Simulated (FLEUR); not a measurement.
# MnS (Browneite): which magnetic order is lowest, part 3 of 3

Aim: find out whether MnS (Browneite) carries moments, and which collinear order costs least.

FLEUR MaX-R8.1; PBEsol; all-electron FLAPW, Dirac cores, scalar-relativistic bands.

So far, largest spin moment in the muffin-tin sphere (μB): step 2 (start 1: ferro +) 4.46; step 3 (run 2 (antiferro q=(0,1/2,1/2) +-)) 4.24; step 4 (order 3, typed as antiferro q=(0,0,1/2) +-) 4.30.

### 5. Order 4, typed as no spin polarisation

A spinless run gives the zero against which the gain from the moments is read.

The k list default-1 (kpts.xml, not shown) is a Γ-centred 6×6×6 mesh.

inp.xml reads:

```
<?xml version="1.0" encoding="UTF-8" standalone="no"?>
<fleurInput fleurInputVersion="0.39">
   <comment>
      MnS
   </comment>
   <calculationSetup>
      <cutoffs Kmax="4.26" Gmax="12.8" GmaxXC="12.8" numbands="0"/>
      <scfLoop itmax="130" minDistance="0.00002" maxIterBroyd="15" imix="Anderson" alpha="0.05" precondParam="0.0" spinf="2.0" sdNocoIR="T"/>
      <coreElectrons ctail="T" frcor="F" kcrel="0" coretail_lmax="0"/>
      <xcFunctional name="PBEs" relativisticCorrections="F"/>
      <magnetism jspins="1"/>
      <soc l_soc="F" theta="0.0" phi="0.0" spav="F"/>
      <expertModes spex="0" secvar="F"/>
      <geometryOptimization l_f="F" forcealpha="1.0" forcemix="BFGS" epsdisp="0.00001" epsforce="0.00001"/>
      <ldaU l_linMix="F" mixParam="0.05" spinf="1.0"/>
   </calculationSetup>
   <cell>
      <bzIntegration valenceElectrons="21.0" mode="hist" fermiSmearingEnergy="0.00293995">
         <kPointListSelection listName="default-1"/>
         <xi:include xmlns:xi="http://www.w3.org/2001/XInclude" href="kpts.xml"> </xi:include>
      </bzIntegration>
      <xi:include xmlns:xi="http://www.w3.org/2001/XInclude" href="sym.xml"> </xi:include>
      <bulkLattice scale="1.0">
         <bravaisMatrix>
            <row-1>    0.0000000000000000     5.2912331488799991     5.2912331488799991</row-1>
            <row-2>    5.2912331488799991     0.0000000000000000     5.2912331488799991</row-2>
            <row-3>    5.2912331488799991     5.2912331488799991     0.0000000000000000</row-3>
         </bravaisMatrix>
      </bulkLattice>
   </cell>
   <atomSpecies>
      <species name="Manganese (Mn)" element="Mn" atomicNumber="25">
         <mtSphere radius="2.7" gridPoints="893" logIncrement="0.014"/>
         <atomicCutoffs lmax="10" lnonsphr="8"/>
         <electronConfig flipSpins="F">
            <coreConfig>(1s1/2) (2s1/2) (2p1/2) (2p3/2)</coreConfig>
            <valenceConfig>(3s1/2) (3p1/2) (3p3/2) (4s1/2) (3d3/2) (3d5/2)</valenceConfig>
            <stateOccupation state="(3d3/2)" spinUp="1.000000" spinDown="1.000000"/>
            <stateOccupation state="(3d5/2)" spinUp="1.500000" spinDown="1.500000"/>
         </electronConfig>
         <energyParameters s="4" p="4" d="3" f="4"/>
         <lo type="SCLO" l="0" n="3" eDeriv="0"/>
         <lo type="SCLO" l="1" n="3" eDeriv="0"/>
      </species>
      <species name="Sulfur (S)" element="S" atomicNumber="16">
         <mtSphere radius="1.76" gridPoints="583" logIncrement="0.02"/>
         <atomicCutoffs lmax="6" lnonsphr="4"/>
         <electronConfig flipSpins="F">
            <coreConfig>(1s1/2) (2s1/2) (2p1/2) (2p3/2)</coreConfig>
            <valenceConfig>(3s1/2) (3p1/2) (3p3/2)</valenceConfig>
            <stateOccupation state="(3p1/2)" spinUp="0.666667" spinDown="0.666667"/>
            <stateOccupation state="(3p3/2)" spinUp="1.333333" spinDown="1.333333"/>
         </electronConfig>
         <energyParameters s="3" p="3" d="3" f="4"/>
      </species>
   </atomSpecies>
   <atomGroups>
      <atomGroup species="Manganese (Mn)">
         <relPos label="                   1">.0000000000 .0000000000 .0000000000</relPos>
         <force calculate="T" relaxXYZ="TTT"/>
      </atomGroup>
      <atomGroup species="Sulfur (S)">
         <relPos label="                   2">1.000/4.000 1.000/4.000 1.000/4.000</relPos>
         <force calculate="T" relaxXYZ="TTT"/>
      </atomGroup>
   </atomGroups>
   <output dos="F" band="F" slice="F">
      <bandDOS minEnergy="-.5*Htr" maxEnergy="0.5*Htr" sigma="0.015" storeEVData="T"/>
      <plotting iplot="0" polar="F">
         <plot TwoD="T" vec1="  1.0  0.0  0.0" vec2="  0.0  1.0  0.0" vec3="  0.0  0.0  1.0" zero="  0.0  0.0  0.0" file="plot"/>
      </plotting>
      <moessbauerParams electricFieldGradient="F" isomerShift="F" coreHyperfine="F" valenceHyperfine="F"/>
   </output>
</fleurInput>
```

crystal.txt reads:

```
MnS
&input film=F cartesian=F /
0.00000000000  2.80000000000  2.80000000000
2.80000000000  0.00000000000  2.80000000000
2.80000000000  2.80000000000  0.00000000000
1.8897261246
1.0 1.0 1.0

2
25 0.00000000000  0.00000000000  0.00000000000
16 0.25000000000  0.25000000000  0.25000000000

&kpt div1=6 div2=6 div3=6 gamma=T /
```

Run with:

```sh
OMP_NUM_THREADS=1 inpgen -f crystal.txt > inpgen.log  # inp.xml is then edited as shown
OMP_NUM_THREADS=1 mpirun -n 4 fleur_MPI > fleur.log
```

The program printed:

```text
[banner, memory and clock lines left out]
Welcome to FLEUR        (www.flapw.de)
      MaX-Release 8.1          (www.max-centre.eu)

 ========== k-point set info ==========
 Selected k-point list: default-1
 k-point list type: mesh
 6 x 6 x 6
 Number of k points: 16

 [... set-up left out ...]
 Iteration:     1   Distance:      15.86645360 me/bohr^3
 Iteration:     2   Distance:      14.55802513 me/bohr^3
 Iteration:     3   Distance:      10.51303464 me/bohr^3
 Iteration:     4   Distance:       2.88047084 me/bohr^3
 Iteration:     5   Distance:       3.52052963 me/bohr^3
[...]
<FermiEnergy value="0.1552564630" units="Htr"/>
         [... left out ...]
         <totalEnergy value="    -1556.0852941612" units="Htr">
            <sumOfEigenvalues value="     -899.2630700400">
               <coreElectrons value="-884.3710395506"/>
               <valenceElectrons value="-14.8920304894"/>
            </sumOfEigenvalues>
         [... left out ...]
            <freeEnergy value="-1556.0884363755"/>
            <extrapolationTo0K value="-1556.0868652684"/>
         </totalEnergy>
         <densityConvergence units="me/bohr^3">
            <chargeDensity spin="1" distance="0.0000102274"/>
         </densityConvergence>
      </iteration>
```

Elapsed: 33 s, on 4 MPI ranks of Intel Xeon at 2.50GHz (Skylake/Cascade Lake), shared host; peak memory 0.25 GiB; 2.2 min of CPU time.

Numbers from this step:

```
free energy                                                       : -42343.3235 eV
program's band gap on this mesh (in a metal only a level spacing) : 0.06664 eV
final state                                                       : non-magnetic (no spin polarisation)
```

It lies 1496 meV a seeded atom over the first start.

### 6. Energies of the orders

Free energies are divided by the number of seeded atoms, so that cells of unlike size compare. Wavevectors q in the names are fractions of the primitive cell's reciprocal vectors.

Orders:

```
                     start        final state  typed order kept  energy over the lowest (meV a seeded atom)  largest sphere moment (μB)  net moment (μB a primitive cell)  mesh matched  CPU time (s)
                   ferro +      ferromagnetic               yes                                       286.4                       4.456                             4.831           yes         198.3
antiferro q=(0,1/2,1/2) +-  antiferromagnetic               yes                                           0                       4.242                                 0           yes          1899
  antiferro q=(0,0,1/2) +-  antiferromagnetic               yes                                       65.81                       4.302                                 0           yes          2057
      no spin polarisation       non-magnetic                 -                                        1782                           0                                 0           yes           131
```

### 7. Outcome

```
lowest state found                 : antiferromagnetic (typed antiferro q=(0,1/2,1/2) +-)
largest site spin moment           : 4.24 μB
next finished state                : antiferromagnetic, 65.8 meV a seeded atom higher
energy gained by spin polarisation : 1782 meV a seeded atom
```

In words: The lowest state found is antiferromagnetic, reached from the start antiferro q=(0,1/2,1/2) +-, with moments up to 4.24 μB. The next finished state costs 66 meV a seeded atom. Forming the largest moments gains far more than ordering them, so they should outlast the ordering temperature. Only 4 starts were tried; other patterns of signs, canted and longer-period orders were not.

[Logs and program files are shortened in this print: banners, set-up blocks, solver, clock and traceback lines can be left out without a mark of their own.]

[Logs are printed without paths, hosts, clocks, repeated set-up lines and the standing remarks that a program may print on its own settings, such as how far it seeks lower states.]

[Hosts, paths, dates, database ids (printed as entryN), source tags and the programs' standing remarks are cut or masked in the printed files.]

[Where a cell is said to come from a database of computed structures, the database is the Materials Project.]
